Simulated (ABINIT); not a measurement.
# SiO2 (Quartz): a self-consistent loop beyond G0W0, cycle by cycle

How far does self-consistency move the gap of SiO2 (Quartz)?

Main program and level: ABINIT 10.8.3; LDA and many-body steps on it, plane waves.

### 1. Starting point

Symmetry: P3_121, No. 152, trigonal system. The conventional cell has a = 4.916 Å, b = 4.916 Å, c = 5.409 Å, α = 90.00°, β = 90.00°, γ = 120.00°. Nearest to Si lie 4 O at 1.61 Å. O has 2 Si at 1.61 Å nearest. Farther neighbours and most contacts between anions are not listed.

The cell and positions come from the Crystallography Open Database and are kept as given unless a step says otherwise.

### 2. Empty states on the mesh, 3×3×2 mesh, 177 bands

This step: ABINIT 10.8.3; DFT, LDA, plane waves, norm-conserving pseudopotentials.

The sums over transitions need many empty states on a uniform mesh; this step solves for them.

The input, run.abi:

```
acell 3*1.0 Angstrom
rprim 
  4.915799999986 0.000000000003 0.000000000000
  -2.457899999996 4.257207679910 0.000000000000
  0.000000000000 0.000000000000 5.409100000000
ntypat 2
znucl 14 8
natom 9
typat 1 1 1 2 2 2 2 2 2
xred 
  0.530300000000 0.000000000000 0.333333333333
  0.000000000000 0.530300000000 0.666666666667
  0.469700000000 0.469700000000 -0.000000000000
  0.146200000000 0.414200000000 0.881000000000
  0.585800000000 0.732000000000 0.214333333333
  0.268000000000 0.853800000000 0.547666666667
  0.414200000000 0.146200000000 0.119000000000
  0.732000000000 0.585800000000 0.785666666667
  0.853800000000 0.268000000000 0.452333333333
pp_dirpath "pseudos"
pseudos "Si.upf, O.upf"
ecut 36
ngkpt 3 3 2
nshiftk 1
shiftk 0 0 0
kptopt 1
chksymbreak 0
iscf -2
irdden 1
istwfk *1
nband 177
nbdbuf 16
tolwfr 1e-09
nstep 60
prtvol 0
indata_prefix "in"
outdata_prefix "out"
tmpdata_prefix "tmp"
```

On the command line:

```bash
$ OMP_NUM_THREADS=1 mpirun -n 6 abinit run.abi > log
```

Numbers of over 12 decimals in the logs are rounded to 6 here.

The log of the run:

```text
.Version 10.8.3 of ABINIT. v10.8.2 released Aug 2026.

 Symmetries : space group P3_1 2 1 (#152); Bravais hP (primitive hexag.)
[... echo of the input left out ...]
== DATASET  1 ==================================================================
-   mpi_nproc: 6, omp_nthreads: 1 (-1 if OMP is not activated)

--- !DatasetInfo
iteration_state: {dtset: 1, }
dimensions: {natom: 9, nkpt: 6, mband: 177, nsppol: 1, nspinor: 1, nspden: 1, mpw: 7935, }
cutoff_energies: {ecut:  36.0, pawecutdg:  -1.0, }
[...]
2.23799    2.26326    2.26326    2.29256    2.29256    2.34555    2.37376    2.37444
   2.37445    2.40241    2.41444    2.41448    2.42814    2.42826    2.45587    2.45713
   2.46641
 prteigrs : prtvol=0 or 1, do not print more k-points.

== END DATASET(S) ==============================================================
================================================================================

 -outvars: echo values of variables after computation  --------
            nband         177
             nkpt           6
          spgroup         152
 [... the other variables as echoed above ...]

 Calculation completed.
```

Run time: 1.7 min. Hardware: 6 MPI ranks of Arm Neoverse N1, shared host; peak memory 0.68 GiB; 10 min of CPU time.

Numbers from this step:

```
gap                                                           : 5.801 eV
k of the valence top                                          : 0.3333, 0.3333, 0
k of the conduction bottom                                    : 0, 0, 0
least direct gap                                              : 6.126 eV
k points computed                                             : 6
lowest point of the top converged band, above the valence top : 60.7804 eV
```

On this mesh the gap is 5.801 eV.

The density comes from a self-consistent run that is not shown.

### 3. Screening, 3×3×2 mesh, 161 bands, screening to 130.6 eV

The RPA dielectric matrix is built and inverted for each q.

This step: RPA screening on LDA, plane waves, norm-conserving pseudopotentials.

run.abi, as its differences from that of step 2:

```diff
@@ -27,10 +27,11 @@
 chksymbreak 0
-iscf -2
-irdden 1
 istwfk *1
-nband 177
-nbdbuf 16
-tolwfr 1e-09
-nstep 60
-prtvol 0
+occopt 1
+irdwfk 1
+optdriver 3
+nband 161
+ecuteps 4.8
+inclvkb 2
+awtr 1
+symchi 1
 indata_prefix "in"
```

On the command line:

```bash
$ OMP_NUM_THREADS=1 mpirun -n 8 abinit run.abi > log
```

The log of the run:

```text
.Version 10.8.3 of ABINIT. v10.8.2 released Aug 2026.

 Symmetries : space group P3_1 2 1 (#152); Bravais hP (primitive hexag.)
[... echo of the input left out ...]
== DATASET  1 ==================================================================
-   mpi_nproc: 8, omp_nthreads: 1 (-1 if OMP is not activated)

--- !DatasetInfo
iteration_state: {dtset: 1, }
dimensions: {natom: 9, nkpt: 6, mband: 161, nsppol: 1, nspinor: 1, nspden: 1, mpw: 7935, }
cutoff_energies: {ecut:  36.0, pawecutdg:  -1.0, }
electrons: {nelect:   4.80000000E+01, charge:   0.00000000E+00, occopt:   1.00000000E+00, tsmear:   1.00000000E-02, }

 SCREENING: Calculation of the susceptibility and dielectric matrices

 Based on a program developped by R.W. Godby, V. Olevano, G. Onida, and L. Reining.
 Incorporated in ABINIT by V. Olevano, G.-M. Rignanese, and M. Torrent.
.Using double precision arithmetic ; gwpc =  8

[... cell and pseudopotentials left out ...]
--------------------------------------------------------------------------------

 ==== K-mesh for the wavefunctions ====
 Number of points in the irreducible wedge :     6
[... list of points left out ...]
 Together with  6 symmetry operations and time-reversal symmetry
 yields    18 points in the full Brillouin Zone.

 ==== Q-mesh for the screening function ====
 Number of points in the irreducible wedge :     6
[... list of points left out ...]
 Together with  6 symmetry operations and time-reversal symmetry
 yields    18 points in the full Brillouin Zone.

 setmesh: FFT mesh size selected  =    36x   36x   45
          total number of points  =        58320

 vcoul_init : cutoff-mode = AUXILIARY_FUNCTION
 q-points for optical limit:   1
     1)      0.000010    0.000020    0.000030

- screening: taking advantage of time-reversal symmetry
- Maximum band index for partially occupied states nbvw = 24
- Remaining bands to be divided among processors   nbcw = 137
- Number of bands treated by each node ~17

 Number of electrons calculated from density =   48.0000; Expected =   48.0000
 average of density, n =  0.062835
 r_s =    1.5604
 omega_plasma =   24.1800 [eV]

 calculating chi0 at frequencies [eV] :
  1    0.000000E+00    0.000000E+00
  2    0.000000E+00    2.417998E+01

--------------------------------------------------------------------------------
  q-point number  1        q = ( 0.000000, 0.000000, 0.000000) [r.l.u.]
--------------------------------------------------------------------------------
[... chi0 elements left out ...]
 For q-point:  0.000010 0.000020 0.000030
  dielectric constant =   2.3857
  dielectric constant without local fields =   2.5933

  Average fulfillment of the sum rule on Im[epsilon] for q-point    1 :     60.45  [%]
[... wings left out ...]
  q-point number  2        q = ( 0.333333, 0.000000, 0.000000) [r.l.u.]
--------------------------------------------------------------------------------
[... chi0 elements left out ...]
  Average fulfillment of the sum rule on Im[epsilon] for q-point    2 :     67.07  [%]

 [... 4 further q-points ...]
```

Wall time 1.9 min (8 MPI ranks); peak memory 3.1 GiB; 15 min of CPU time.

This step gave:

- ε∞ with local fields, on this mesh, along the program's q direction: 2.386
- the same without local fields: 2.593
- plasma frequency: 24.18 eV
- plane waves in the screening matrix: 389

Local fields lower ε∞ by 8 %. On a Γ-centred mesh this coarse the value itself is usually too large, while a short band sum pulls it down.

### 4. G0W0

The self-energy is evaluated for the states that the input lists, and the levels follow from it, in one-shot runs by the linearised quasiparticle equation.

This step: G0W0 on LDA, plane waves, norm-conserving pseudopotentials.

run.abi, as its differences from that of step 3:

```diff
@@ -30,8 +30,17 @@
 irdwfk 1
-optdriver 3
+optdriver 4
 nband 161
+gwcalctyp 0
+ecutsigx 36
+symsigma 1
+nkptgw 2
+kptgw 
+  0.3333333333 0.3333333333 0.0000000000
+  0.0000000000 0.0000000000 0.0000000000
+bdgw 
+  22 26
+  23 27
 ecuteps 4.8
-inclvkb 2
-awtr 1
-symchi 1
+irdscr 1
+ppmodel 1
 indata_prefix "in"
```

The log of the run:

```text
.Version 10.8.3 of ABINIT. v10.8.2 released Aug 2026.

 Symmetries : space group P3_1 2 1 (#152); Bravais hP (primitive hexag.)
[... echo of the input left out ...]
== DATASET  1 ==================================================================
-   mpi_nproc: 8, omp_nthreads: 1 (-1 if OMP is not activated)

--- !DatasetInfo
iteration_state: {dtset: 1, }
dimensions: {natom: 9, nkpt: 6, mband: 161, nsppol: 1, nspinor: 1, nspden: 1, mpw: 7935, }
cutoff_energies: {ecut:  36.0, pawecutdg:  -1.0, }
electrons: {nelect:   4.80000000E+01, charge:   0.00000000E+00, occopt:   1.00000000E+00, tsmear:   1.00000000E-02, }

 SIGMA: Calculation of the GW corrections

 Based on a program developped by R.W. Godby, V. Olevano, G. Onida, and L. Reining.
 Incorporated in ABINIT by V. Olevano, G.-M. Rignanese, and M. Torrent.
.Using double precision arithmetic ; gwpc =  8

[... cell and pseudopotentials left out ...]
--------------------------------------------------------------------------------

 ==== K-mesh for the wavefunctions ====
 Number of points in the irreducible wedge :     6
[... list of points left out ...]
 Together with  6 symmetry operations and time-reversal symmetry
 yields    18 points in the full Brillouin Zone.

 ==== Q-mesh for screening function ====
 Number of points in the irreducible wedge :     6
[... list of points left out ...]
 Together with  6 symmetry operations and time-reversal symmetry
 yields    18 points in the full Brillouin Zone.

 vcoul_init : cutoff-mode = AUXILIARY_FUNCTION
 q-points for optical limit:   1
     1)      0.000010    0.000020    0.000030
 setmesh: FFT mesh size selected  =    45x   45x   60
          total number of points  =       121500

 Number of electrons calculated from density =   48.0000; Expected =   48.0000
 average of density, n =  0.062835
 r_s =    1.5604
 omega_plasma =   24.1800 [eV]

 === KS Band Gaps ===
  >>>> For spin  1
   Minimum direct gap =   6.1255 [eV], located at k-point      :   0.0000  0.0000  0.0000
   Fundamental gap    =   5.8014 [eV], Top of valence bands at :   0.3333  0.3333  0.0000
                                       Bottom of conduction at :   0.0000  0.0000  0.0000
 SIGMA fundamental parameters:
 PLASMON POLE MODEL  1
 number of plane-waves for SigmaX                 7935
 number of plane-waves for SigmaC and W            389
 number of plane-waves for wavefunctions          7935
 number of bands                                   161
 number of independent spin polarizations            1
 number of spinorial components                      1
 number of k-points in IBZ                           6
 number of q-points in IBZ                           6
 number of symmetry operations                       6
 number of k-points in BZ                           18
 number of q-points in BZ                           18
 number of frequencies for dSigma/dE                 9
 frequency step for dSigma/dE [eV]                0.25
 number of omega for Sigma on real axis              0
 max omega for Sigma on real axis  [eV]           0.00
 zcut for avoiding poles [eV]                     0.10

 EPSILON^-1 parameters (SCR file):
 dimension of the eps^-1 matrix on file            389
 dimension of the eps^-1 matrix used               389
 number of plane-waves for wavefunctions          7935
 number of bands                                   161
 number of q-points in IBZ                           6
 number of frequencies                               2
 number of real frequencies                          1
 number of imag frequencies                          1

 matrix elements of self-energy operator (all in [eV])

 Perturbative Calculation

--- !SelfEnergy_ee
iteration_state: {dtset: 1, }
kpoint     : [   0.333,    0.333,    0.000, ]
spin       : 1
KS_gap     :    8.700
QP_gap     :   12.041
Delta_QP_KS:    3.342
data: !SigmaeeData |
     Band     E0 <VxcDFT>   SigX SigC(E0)      Z dSigC/dE  Sig(E)    E-E0       E
       22  -0.320 -19.498 -25.458   4.182   0.814  -0.228 -20.946  -1.448  -1.768
       23  -0.320 -19.498 -25.458   4.182   0.814  -0.228 -20.946  -1.448  -1.768
       24   0.118 -19.840 -25.698   4.161   0.815  -0.226 -21.224  -1.384  -1.266
       25   8.818 -12.569  -7.108  -3.180   0.858  -0.165 -10.611   1.958  10.776
       26   8.818 -12.569  -7.108  -3.180   0.858  -0.165 -10.611   1.958  10.776

--- !SelfEnergy_ee
iteration_state: {dtset: 1, }
kpoint     : [   0.000,    0.000,    0.000, ]
spin       : 1
KS_gap     :    6.125
QP_gap     :    9.134
Delta_QP_KS:    3.008
data: !SigmaeeData |
     Band     E0 <VxcDFT>   SigX SigC(E0)      Z dSigC/dE  Sig(E)    E-E0       E
       23  -0.206 -19.281 -25.147   4.105   0.816  -0.226 -20.718  -1.437  -1.643
       24  -0.206 -19.281 -25.147   4.105   0.816  -0.226 -20.718  -1.437  -1.643
       25   5.920 -11.309  -6.475  -3.026   0.869  -0.151  -9.738   1.571   7.491
       26   9.156 -10.834  -5.307  -3.355   0.864  -0.157  -8.957   1.877  11.033
       27   9.156 -10.834  -5.307  -3.355   0.864  -0.157  -8.957   1.877  11.033

== END DATASET(S) ==============================================================
================================================================================

 -outvars: echo values of variables after computation  --------
           etotal      0.0000000000E+00
            nband         161
             nkpt           6
          spgroup         152
 [... the other variables as echoed above ...]

 Calculation completed.
```

Elapsed: 24 s, on 8 MPI ranks; peak memory 2.2 GiB.

This step gave:

```
G0W0 gap on the points computed              : 8.757 eV
starting gap on the mesh                     : 5.801 eV
k of the valence top                         : 0.3333, 0.3333, 0
k of the conduction bottom                   : 0, 0, 0
Z at the valence top                         : 0.815
Z at the conduction bottom                   : 0.869
least direct G0W0 gap on the computed points : 9.134 eV
```

The gap on the mesh goes from 5.80 eV to 8.76 eV, a correction of +2.96 eV.

### 5. evGW0, cycle 1

This step: evGW0 on LDA, plane waves, norm-conserving pseudopotentials.

run.abi, as its differences from that of step 4:

```diff
@@ -32,12 +32,20 @@
 nband 161
-gwcalctyp 0
+gwcalctyp 10
 ecutsigx 36
 symsigma 1
-nkptgw 2
+nkptgw 6
 kptgw 
+  0.0000000000 0.0000000000 0.0000000000
+  0.3333333333 0.0000000000 0.0000000000
   0.3333333333 0.3333333333 0.0000000000
-  0.0000000000 0.0000000000 0.0000000000
+  0.0000000000 0.0000000000 0.5000000000
+  0.3333333333 0.0000000000 0.5000000000
+  0.3333333333 0.3333333333 0.5000000000
 bdgw 
-  22 26
-  23 27
+  7 32
+  7 32
+  7 32
+  7 32
+  7 32
+  7 32
 ecuteps 4.8
```

The log of the run:

```text
.Version 10.8.3 of ABINIT. v10.8.2 released Aug 2026.

 Symmetries : space group P3_1 2 1 (#152); Bravais hP (primitive hexag.)
[... echo of the input left out ...]
== DATASET  1 ==================================================================
-   mpi_nproc: 8, omp_nthreads: 1 (-1 if OMP is not activated)

--- !DatasetInfo
iteration_state: {dtset: 1, }
dimensions: {natom: 9, nkpt: 6, mband: 161, nsppol: 1, nspinor: 1, nspden: 1, mpw: 7935, }
cutoff_energies: {ecut:  36.0, pawecutdg:  -1.0, }
electrons: {nelect:   4.80000000E+01, charge:   0.00000000E+00, occopt:   1.00000000E+00, tsmear:   1.00000000E-02, }

 SIGMA: Calculation of the GW corrections

 Based on a program developped by R.W. Godby, V. Olevano, G. Onida, and L. Reining.
 Incorporated in ABINIT by V. Olevano, G.-M. Rignanese, and M. Torrent.
.Using double precision arithmetic ; gwpc =  8

[... cell and pseudopotentials left out ...]
--------------------------------------------------------------------------------

 ==== K-mesh for the wavefunctions ====
 Number of points in the irreducible wedge :     6
[... list of points left out ...]
 Together with  6 symmetry operations and time-reversal symmetry
 yields    18 points in the full Brillouin Zone.

 ==== Q-mesh for screening function ====
 Number of points in the irreducible wedge :     6
[... list of points left out ...]
 Together with  6 symmetry operations and time-reversal symmetry
 yields    18 points in the full Brillouin Zone.

 vcoul_init : cutoff-mode = AUXILIARY_FUNCTION
 q-points for optical limit:   1
     1)      0.000010    0.000020    0.000030
 setmesh: FFT mesh size selected  =    45x   45x   60
          total number of points  =       121500

 Number of electrons calculated from density =   48.0000; Expected =   48.0000
[...]
KS_gap     :    8.577
QP_gap     :   11.948
Delta_QP_KS:    3.371
data: !SigmaeeData |
     Band     E_DFT   <VxcDFT>   E(N-1)  <Hhartree>   SigX  SigC[E(N-1)]    Z     dSigC/dE  Sig[E(N)]  DeltaE  E(N)_pert E(N)_diago
[...]
--- !SelfEnergy_ee
iteration_state: {dtset: 1, }
kpoint     : [   0.333,    0.333,    0.500, ]
spin       : 1
KS_gap     :    9.495
QP_gap     :   13.148
Delta_QP_KS:    3.653
data: !SigmaeeData |
     Band     E_DFT   <VxcDFT>   E(N-1)  <Hhartree>   SigX  SigC[E(N-1)]    Z     dSigC/dE  Sig[E(N)]  DeltaE  E(N)_pert E(N)_diago
[...]
31    10.806   -11.668    10.806    22.474    -5.668    -3.533     0.857    -0.166    -9.553     2.115    12.921    13.273
       32    10.806   -11.668    10.806    22.474    -5.668    -3.533     0.857    -0.166    -9.553     2.115    12.921    13.273

 New Fermi energy :        1.129818E-01 Ha ,    3.074390E+00 eV

 === QP Band Gaps ===
  >>>> For spin  1
   Minimum direct gap =   9.6950 [eV], located at k-point      :   0.0000  0.0000  0.0000
   Fundamental gap    =   9.3066 [eV], Top of valence bands at :   0.3333  0.3333  0.0000
                                       Bottom of conduction at :   0.0000  0.0000  0.0000

 writing QP data on file : out_QPS

 Convergence of QP corrections
 >>>>> For spin  1 <<<<<
.  kptgw no:  1; Maximum DeltaE = (   1.571   0.000) for band index: 25
.  kptgw no:  2; Maximum DeltaE = (   1.960  -0.000) for band index: 26
.  kptgw no:  3; Maximum DeltaE = (   1.958  -0.000) for band index: 26
.  kptgw no:  4; Maximum DeltaE = (   1.830   0.000) for band index: 26
.  kptgw no:  5; Maximum DeltaE = (   1.671  -0.000) for band index:  1
.  kptgw no:  6; Maximum DeltaE = (  -1.541  -0.000) for band index: 19

== END DATASET(S) ==============================================================
================================================================================

 -outvars: echo values of variables after computation  --------
           etotal      0.0000000000E+00
            nband         161
             nkpt           6
          spgroup         152
 [... the other variables as echoed above ...]

 Calculation completed.
```

Run time: 6.8 min. Hardware: 8 MPI ranks; peak memory 4.7 GiB.

This step gave:

| Item | Value |
| --- | --- |
| quasiparticle gap on the mesh | 9.307 eV |
| gap of the density functional on the mesh | 5.801 eV |
| k of the valence top | 0.3333, 0.3333, 0 |
| k of the conduction bottom | 0, 0, 0 |
| Z at the valence top | 0.815 |
| Z at the conduction bottom | 0.869 |
| least direct quasiparticle gap on the computed points | 9.695 eV |

Against G0W0 in ABINIT (3×3×2 mesh, 161 bands, screening to 130.6 eV, Godby-Needs plasmon pole), the gap moves by +0.550 eV. This first cycle still uses the starting levels; it takes the full correction, at all points of the mesh, and its linearised value is 8.757 eV.

### 6. evGW0, cycle 2

The corrected levels of the last cycle go back in.

run.abi, as its differences from that of step 5:

```diff
@@ -53,2 +53,3 @@
 ppmodel 1
+irdqps 1
 indata_prefix "in"
```

The log of the run:

```text
.Version 10.8.3 of ABINIT. v10.8.2 released Aug 2026.

 Symmetries : space group P3_1 2 1 (#152); Bravais hP (primitive hexag.)
[... echo of the input left out ...]
== DATASET  1 ==================================================================
-   mpi_nproc: 8, omp_nthreads: 1 (-1 if OMP is not activated)

--- !DatasetInfo
iteration_state: {dtset: 1, }
dimensions: {natom: 9, nkpt: 6, mband: 161, nsppol: 1, nspinor: 1, nspden: 1, mpw: 7935, }
cutoff_energies: {ecut:  36.0, pawecutdg:  -1.0, }
[...]
.  kptgw no:  4; Maximum DeltaE = (  -0.135   0.000) for band index: 26
.  kptgw no:  5; Maximum DeltaE = (  -0.163   0.000) for band index: 25
.  kptgw no:  6; Maximum DeltaE = (   0.060  -0.000) for band index: 19

== END DATASET(S) ==============================================================
================================================================================

 -outvars: echo values of variables after computation  --------
           etotal      0.0000000000E+00
            nband         161
             nkpt           6
          spgroup         152
 [... the other variables as echoed above ...]

 Calculation completed.
```

The job ended after 7.3 min (8 MPI ranks; peak memory 4.7 GiB; 59 min of CPU time).

This step gave:

```
quasiparticle gap on the mesh                         : 9.176 eV
gap of the density functional on the mesh             : 5.801 eV
k of the valence top                                  : 0.3333, 0.3333, 0
k of the conduction bottom                            : 0, 0, 0
least direct quasiparticle gap on the computed points : 9.553 eV
```

Against the cycle before, the gap moves by −0.131 eV.

[end of part 1 of 3]

[Paths, hosts, dates, memory and timing lines, banners, echoed tables and standing remarks are left out of the program output.]

[Logs are printed without paths, hosts, clocks, repeated set-up lines and the standing remarks that a program may print on its own settings, such as how far it seeks lower states.]

[Runs of the session that timed out or met a known fault of the program may be left out.]

[Hosts, paths, dates, database ids (printed as entryN), source tags and the programs' standing remarks are cut or masked in the printed files.]

[G0W0 gaps are taken among the corrected bands and points alone; a level outside them can change the order at an edge.]

[Where Ansatz stands beside ABINIT at settings called matched, ABINIT's density can come from a denser mesh and the files from another edition; pairs whose starting gaps differed by over 0.03 eV were left out, so agreement reads better than it is.]
